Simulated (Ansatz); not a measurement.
# HfCdO3 in P4/mbm, a phase reached by a soft mode: a soft mode frozen in, part 3 of 3

Aim: this structure of HfCdO3 in P4/mbm, a phase reached by a soft mode is to be tested for unstable modes, and one is followed downhill.

Ansatz 0.2.0; DFT PBEsol, scalar-relativistic, plane waves, PAW; PAW set soft_1.

So far. Step 5 (Energy along the mode, all amplitudes (two of the runs …): The lowest of the steps tried is at 0.32 Å, 7.73 meV/atom below the parent; the bottom of the well need not coincide with a step. Step 7 (The new phase in its own primitive cell): The largest force component left is 0.52 meV/Å and the pressure is -0.005 GPa, within the tolerances set. The cell now holds 12.72 Å³/atom. The relaxed cell has a, b, c = 3.941, 5.751, 5.612 Å (conventional setting).

The structure was built from a prototype and need not be the compound's stable phase.

### 8. Modes of the new phase

A relaxed structure may still be a saddle point, so its zone-centre modes are computed. The response to a homogeneous field gives the Born charges and the dielectric tensor.

The input, input.yaml:

```yaml
crystal:
  lattice:
    - [3.9407115655, 0.0, 0.0]
    - [0.0, 5.750656183, 0.0]
    - [0.0, 0.0, 5.6118664493]
  atoms:
    - { symbol: Cd, position: [0.0, 0.711684873, 0.5202785178] }
    - { symbol: Cd, position: [0.0, 0.288315127, 0.0202785178] }
    - { symbol: Hf, position: [0.5, 0.7587391796, 0.0017753386] }
    - { symbol: Hf, position: [0.5, 0.2412608204, 0.5017753386] }
    - { symbol: O, position: [0.5, 0.0719536147, 0.1637359367] }
    - { symbol: O, position: [0.5, 0.4115363197, 0.8219894094] }
    - { symbol: O, position: [0.5, 0.5884636803, 0.3219894094] }
    - { symbol: O, position: [0.5, 0.9280463853, 0.6637359367] }
    - { symbol: O, position: [0.0, 0.7070785696, 0.942675532] }
    - { symbol: O, position: [0.0, 0.2929214304, 0.442675532] }
kpoints:
  mp_grid: { grid: [6, 4, 4] }
hamiltonian:
  xc: pbesol
  pseudopotentials: { kind: paw, azcp: { folder: soft_1 }, xc_functional: pbe }
scf:
  occupations: { method: fixed }
output:
  eigenvalues: true
phonons:
  method: dfpt
  dielectric: true
  rigid_motions: translations
```

On the command line:

```
$ ansatz run input.yaml --threads 4 --pin off --max-ram 16384MiB --backend cpu --events-out ev --progress --plain --runs-dir out
```

Numbers of over 12 decimals in the logs are rounded to 6 here.

The program printed:

```text
[...]
Crystal: 10 atoms, lattice volume = 127.174 Å³
Basis set: ecut = 420 eV, 2481 PW (Γ), exchange–correlation on 54×80×80 points (8 copies of the dense FFT grid, shifted against one another)
Bands: 77, of which v1, the nominal top of the filled ones, is band 64 counted from 1 (63 counted from 0)
Symmetry: 4 space group operations
k-points: 52 of 96 (irreducible under 1 space group operation, time reversal used)
[...]
SCF iter   1: F=—  HF=-50943.085639 eV  |F-HF|=—  |Δ(HF+E_count)|=         —  Δρ=9.45e-2  dr2=1.03e1  ethr=3.10e-3  ⟨swp⟩=4.0  Hψ=11135  notcnv=0  defer=329
[...]
SCF iter  16: F=-50940.009496 eV  HF=-50940.009496 eV  |F-HF|=1.46e-11  |Δ(HF+E_count)|=  6.55e-11  Δρ=2.03e-7  dr2=4.60e-11  ethr=1.00e-12  ⟨swp⟩=13.1  Hψ=24192  notcnv=0
SCF 1 converged in 16 iterations: F = -50940.009496 eV  dr2 = 4.60e-11
[...]
Bands: 65, of which v1, the nominal top of the filled ones, is band 64 counted from 1 (63 counted from 0)
k-points: 80 of 640 (time reversal used)
[...]
Eigensolver: Dense (80 Hₖ)
SCF iter   1: F=—  HF=-50939.869079 eV  |F-HF|=—  |Δ(HF+E_count)|=         —  Δρ=4.45e-4  dr2=4.51e-5  ethr=1.00e-1
[...]
SCF iter   5: F=-50939.869094 eV  HF=-50939.869094 eV  |F-HF|=3.52e-9  |Δ(HF+E_count)|=   3.25e-8  Δρ=6.00e-6  dr2=3.69e-8  ethr=1.44e-10
SCF 1 converged in 5 iterations: F = -50939.869094 eV  dr2 = 3.69e-8
[...]
SCF converged after 16 iterations
Free energy (F): -50940.009496 eV
[...]
Internal energy: -50940.009496 eV  (E = F + TS)
E sigma→0 (E₀):  -50940.009496 eV
Fermi energy:    11.734035 eV
[...]
--- Band table (eV; the first three rows and the last of 52) ---
  k-point 0: bands = [... 60 lower, 10.8710, 11.1344, 11.4629, 11.5156, 13.0995, 15.9177, 16.1719, 16.7659, ... 9 higher]
  k-point 1: bands = [... 60 lower, 11.0259, 11.0751, 11.2444, 11.3290, 13.7832, 15.8076, 16.4084, 17.0596, ... 9 higher]
  k-point 2: bands = [... 60 lower, 11.2370, 11.2370, 11.2545, 11.2545, 14.9583, 14.9583, 16.9999, 16.9999, ... 9 higher]
  k-point 51: bands = [... 60 lower, 10.7545, 10.7545, 11.2671, 11.2671, 16.5478, 16.5478, 17.3491, 17.3491, ... 9 higher]
[...]
ASR residual: 1.530e-4 → 0.000e0 eV/Å²; symmetrization residual: 1.587e-5 eV/Å²
[...]
ε∞ (high-frequency dielectric tensor):
        5.712333     0.000000     0.000000
        0.000000     5.276168     0.000000
        0.000000     0.000000     5.410043
  ε⁰ (static dielectric tensor: ions relaxed, cell fixed):
       22.909605     0.000000     0.000000
        0.000000    29.086869     0.000000
        0.000000     0.000000    26.379386
  ε⁰ − ε∞ (ionic part):
       17.197272     0.000000     0.000000
        0.000000    23.810700     0.000000
        0.000000     0.000000    20.969343
[...]
Born effective charges Z* (e; rows j = field, columns β = displacement):
    site 0:
         2.93030    0.00000    0.00000
        -0.00000    2.37594    0.26596
         0.00000    0.31223    2.50310
    site 1:
         2.93030    0.00000    0.00000
        -0.00000    2.37594   -0.26596
        -0.00000   -0.31223    2.50310
    site 2:
         5.35496    0.00000   -0.00000
         0.00000    5.43326   -0.09153
        -0.00000   -0.04077    5.51485
    site 3:
         5.35496    0.00000    0.00000
         0.00000    5.43326    0.09153
        -0.00000    0.04077    5.51485
    site 4:
        -1.73795    0.00000   -0.00000
         0.00000   -3.31171   -1.12465
        -0.00000   -1.08471   -2.92230
    site 5:
        -2.03713   -0.00000   -0.00000
        -0.00000   -2.70159   -0.93136
         0.00000   -0.93494   -3.19041
    site 6:
        -2.03713   -0.00000   -0.00000
        -0.00000   -2.70159    0.93136
         0.00000    0.93494   -3.19041
    site 7:
        -1.73795    0.00000    0.00000
         0.00000   -3.31171    1.12465
         0.00000    1.08471   -2.92230
    site 8:
        -4.51019   -0.00000   -0.00000
        -0.00000   -1.79590    0.12921
        -0.00000   -0.10476   -1.90525
    site 9:
        -4.51019   -0.00000   -0.00000
        -0.00000   -1.79590   -0.12921
        -0.00000    0.10476   -1.90525
  Z* charge neutrality: 1.424e-2 e pre-enforcement
[...]
optical modes at Γ without the LO–TO term, one row a degenerate level:
      ω (cm⁻¹)  modes    IR ((D/Å)²/amu)
         64.89      1             0.3514
[...]
optical modes at Γ + LO–TO along q̂ = [1.0000, 0.0000, 0.0000]:
      ω (cm⁻¹)  modes    IR ((D/Å)²/amu)
[...]
optical modes at Γ + LO–TO along q̂ = [0.0000, 1.0000, 0.0000]:
      ω (cm⁻¹)  modes    IR ((D/Å)²/amu)
[...]
optical modes at Γ + LO–TO along q̂ = [0.0000, 0.0000, 1.0000]:
      ω (cm⁻¹)  modes    IR ((D/Å)²/amu)
[...]
271.28      1            35.2792
        271.73      1             0.0000
        336.89      1             0.9629
        364.58      1             0.1465
        406.23      1            13.4197
        447.31      1             1.4658
        520.79      1            22.4969
        573.90      1             2.0280
        633.64      1             0.0000
        639.79      1            45.1865
        653.16      1            64.6869
        724.89      1             3.2078
```

It took 8.3 min on 4 threads of Arm Neoverse V1, shared host; peak memory 2.3 GiB.

Numbers from this step:

```yaml
sum_rule_residual_before_enforcement: 1.53e-4 eV/Å²
miss_of_the_charge_sum_rule: 0.01424 e
estimated_error_of_the_dielectric_tensor: 0.02612
estimated_error_of_the_born_charges: 0.1486 e
point_group: mm2
highest_optical_mode_at_the_zone_centre_no_lo_to_term: 724.9 cm⁻¹
lowest_optical_zone_centre_mode: 64.89 cm⁻¹
mean_high_frequency_dielectric_constant: 5.466
largest_born_charge_third_of_the_trace: 5.434 e
mean_static_dielectric_constant: 26.13
top_of_the_zone_centre_spectrum_with_the_field: 766.2 cm⁻¹
```

Patterns of degenerate modes are one choice out of their space. Modes at Γ, with each element's share of the kinetic energy:

| mode | frequency (cm⁻¹) | symmetry | Cd % | Hf % | O % |
| --- | --- | --- | --- | --- | --- |
| 1 | 0.0 | acoustic | 33 | 53 | 14 |
| 2 | 0.0 | acoustic | 33 | 53 | 14 |
| 3 | 0.0 | acoustic | 33 | 53 | 14 |
| 4 | 64.9 | A1 | 77 | 19 | 4 |
| 5 | 76.6 | B2 | 72 | 20 | 8 |
| 6 | 81.5 | A2 | 95 | 1 | 4 |
| 7 | 106.7 | A2 | 2 | 94 | 4 |
| 8 | 108.3 | B2 | 58 | 39 | 3 |
| 9 | 110.2 | B1 | 66 | 28 | 6 |
| 10 | 120.6 | A1 | 60 | 37 | 3 |
| 11 | 154.7 | A2 | 1 | 0 | 99 |
| 12 | 168.4 | A1 | 26 | 42 | 32 |
| 13 | 179.5 | B2 | 26 | 29 | 45 |
| 14 | 195.5 | B2 | 10 | 24 | 67 |
| 15 | 202.9 | B1 | 0 | 6 | 93 |
| 16 | 225.2 | A1 | 1 | 20 | 79 |
| 17 | 230.1 | B2 | 0 | 24 | 75 |
| 18 | 240.7 | A1 | 2 | 17 | 80 |
| 19 | 271.3 | B1 | 1 | 9 | 90 |
| 20 | 271.7 | A2 | 3 | 1 | 96 |
| 21 | 286.3 | A1 | 1 | 8 | 91 |
| 22 | 336.9 | B2 | 1 | 9 | 91 |
| 23 | 365.2 | A1 | 1 | 1 | 99 |
| 24 | 447.3 | B2 | 0 | 0 | 100 |
| 25 | 520.8 | B2 | 0 | 2 | 98 |
| 26 | 521.1 | A1 | 0 | 2 | 98 |
| 27 | 579.6 | A1 | 0 | 2 | 98 |
| 28 | 633.6 | A2 | 0 | 4 | 96 |
| 29 | 639.8 | B1 | 0 | 4 | 96 |
| 30 | 724.9 | B2 | 0 | 1 | 99 |

Displacements in mode 4 (64.9 cm⁻¹), the largest set to 1:
```
Cd1  0.00 -1.00  0.16
Cd2  0.00  1.00  0.16
Hf3  0.00  0.39 -0.05
Hf4  0.00 -0.39 -0.05
O5   0.00  0.32 -0.28
O6   0.00  0.25 -0.39
O7   0.00 -0.25 -0.39
O8   0.00 -0.32 -0.28
O9   0.00  0.15  0.09
O10  0.00 -0.15  0.09
```

Displacements in mode 30 (724.9 cm⁻¹), the largest set to 1:
```
Cd1  0.00  0.01  0.01
Cd2  0.00  0.01 -0.01
Hf3  0.00 -0.03 -0.03
Hf4  0.00 -0.03  0.03
O5   0.00  1.00  0.91
O6   0.00 -0.68 -0.76
O7   0.00 -0.68  0.76
O8   0.00  1.00 -0.91
O9   0.00 -0.07 -0.02
O10  0.00 -0.07  0.02
```

Optical modes at the zone centre, without and with the macroscopic field of the longitudinal modes; each column is sorted by frequency, so a row need not hold one and the same mode. Modes with and without the field, by row:

| rank among optical modes | no field (cm⁻¹) | q along (1, 0, 0) (cm⁻¹) | q along (0, 1, 0) (cm⁻¹) | q along (0, 0, 1) (cm⁻¹) |
| --- | --- | --- | --- | --- |
| 1 | 64.9 | 64.9 | 64.9 | 66.5 |
| 2 | 76.6 | 76.6 | 79.2 | 76.6 |
| 3 | 81.5 | 81.5 | 81.5 | 81.5 |
| 4 | 106.7 | 106.7 | 106.7 | 106.7 |
| 5 | 108.3 | 108.3 | 110.2 | 108.3 |
| 6 | 110.2 | 120.6 | 111.4 | 110.2 |
| 7 | 120.6 | 121.5 | 120.6 | 123.7 |
| 8 | 154.7 | 154.7 | 154.7 | 154.7 |
| 9 | 168.4 | 168.4 | 168.4 | 178 |
| 10 | 179.5 | 179.5 | 179.7 | 179.5 |
| 11 | 195.5 | 195.5 | 202.9 | 195.5 |
| 12 | 202.9 | 212.5 | 211.6 | 202.9 |
| 13 | 225.2 | 225.2 | 225.2 | 229.4 |
| 14 | 230.1 | 230.1 | 240.7 | 230.1 |
| 15 | 240.7 | 240.7 | 271.3 | 267 |
| 16 | 271.3 | 271.7 | 271.7 | 271.3 |
| 17 | 271.7 | 286.3 | 286.3 | 271.7 |
| 18 | 286.3 | 336.9 | 332.1 | 336.9 |
| 19 | 336.9 | 365.2 | 365.2 | 364.6 |
| 20 | 365.2 | 392.8 | 381.5 | 406.2 |
| 21 | 447.3 | 447.3 | 452.1 | 447.3 |
| 22 | 520.8 | 520.8 | 521.1 | 520.8 |
| 23 | 521.1 | 521.1 | 579.6 | 573.9 |
| 24 | 579.6 | 579.6 | 627.1 | 633.6 |
| 25 | 633.6 | 633.6 | 633.6 | 639.8 |
| 26 | 639.8 | 724.9 | 639.8 | 653.2 |
| 27 | 724.9 | 766.2 | 741.9 | 724.9 |

Born charge (rows field, columns displacement) (e), principal values of the symmetric part by kind of site:

| atom | atoms with these values | low | middle | high | mean |
| --- | --- | --- | --- | --- | --- |
| Cd1 | 2 | 2.14 | 2.74 | 2.93 | 2.60 |
| Hf3 | 2 | 5.36 | 5.40 | 5.55 | 5.43 |
| O5 | 2 | -4.24 | -2.00 | -1.74 | -2.66 |
| O6 | 2 | -3.91 | -2.04 | -1.98 | -2.64 |
| O9 | 2 | -4.51 | -1.91 | -1.79 | -2.74 |

In full for Hf3:

```
 5.36  0.00  0.00
 0.00  5.43 -0.09
 0.00 -0.04  5.51
```

High-frequency dielectric tensor:

```
5.71 0.00 0.00
0.00 5.28 0.00
0.00 0.00 5.41
```

Static dielectric tensor (ions relaxed, fixed cell):

```
22.91  0.00  0.00
 0.00 29.09  0.00
 0.00  0.00 26.38
```

Transverse modes. Lines of the infrared spectrum (strongest = 100):

| position (cm⁻¹) | lines merged | relative intensity |
| --- | --- | --- |
| 65 | 1 | 0.8 |
| 77 | 1 | 1.7 |
| 82 | 1 | 0.0 |
| 107 | 1 | 0.0 |
| 108 | 1 | 2.8 |
| 110 | 1 | 7.5 |
| 121 | 1 | 3.1 |
| 155 | 1 | 0.0 |
| 168 | 1 | 14 |
| 180 | 1 | 1.0 |
| 196 | 1 | 49 |
| 203 | 1 | 14 |
| 225 | 1 | 19 |
| 230 | 1 | 55 |
| 241 | 1 | 45 |
| 271 | 1 | 77 |
| 272 | 1 | 0.0 |
| 286 | 1 | 40 |
| 337 | 1 | 2.1 |
| 365 | 1 | 0.3 |
| 447 | 1 | 3.2 |
| 521 | 2 | 100 |
| 580 | 1 | 4.1 |
| 634 | 1 | 0.0 |
| 640 | 1 | 99 |
| 725 | 1 | 7.0 |

Before it was imposed, the acoustic sum rule was missed by 1.5e-4 eV/Å² and the charge sum rule by 0.014 e. Small misses are needed for a sound result but don't prove that mesh and cutoff are converged. The lowest optical mode is real, 64.9 cm⁻¹.

The log warns of the k mesh: “the force constants stand on the 6×4×4 k-mesh, whose period is 11.58 times the interband length at k = (0.0000, 0.0000, 0.0000), direct gap 1.584 eV, under 14: take them and everything formed from them as unconverged”.

### 9. Summary of results

| Property | Result |
| --- | --- |
| unstable mode of the parent | q = (0, 0, 0), 146i cm⁻¹ |
| depth at the lowest point sampled | 7.73 meV/atom |
| largest atomic shift at that point | 0.32 Å |
| space group reached (within 0.01 Å) | Pmc2_1 |
| energy gained over the parent (first relaxation, on the mesh of the frozen mode) | 20.2 meV/atom |
| volume per atom, phase reached | 12.7 Å³ |
| gap on the k-mesh, phase reached | 1.37 eV |
| lowest optical zone-centre mode, phase reached | 64.9 cm⁻¹ |
| highest optical mode at the zone centre (no LO-TO term), phase reached | 725 cm⁻¹ |

**Reading.** Along this mode the structure falls into Pmc2_1, 20.2 meV/atom below the parent. At the parent's cell the well is 7.73 meV/atom deep on the steps tried, with its lowest point at a shift of 0.32 Å. Relaxing atoms and cell changes the gain by +12.51 meV/atom against the lowest step (energies at zero smearing). Most of the total comes from this relaxation. The new phase has no imaginary mode at the zone centre of its cell; other wavevectors were not checked. Of the 2 patterns followed to their end from this parent, this one reaches the lowest energy. Each path keeps the symmetry of its pattern, so a lower phase may lie along a pattern not tried. With the field response the log warns that the k mesh is coarse for the force constants too, so the frequencies may not be converged. Spin-orbit coupling is left out, which can matter for the heavy elements here. The PAW files were made for PBE and serve the other functionals too. The starting cell was built on a prototype and not taken from a measurement, so the phase need not exist.

[Logs are printed without paths, hosts, clocks, repeated set-up lines and the standing remarks that a program may print on its own settings, such as how far it seeks lower states.]

[Hosts, paths, dates, database ids (printed as entryN), source tags and the programs' standing remarks are cut or masked in the printed files.]
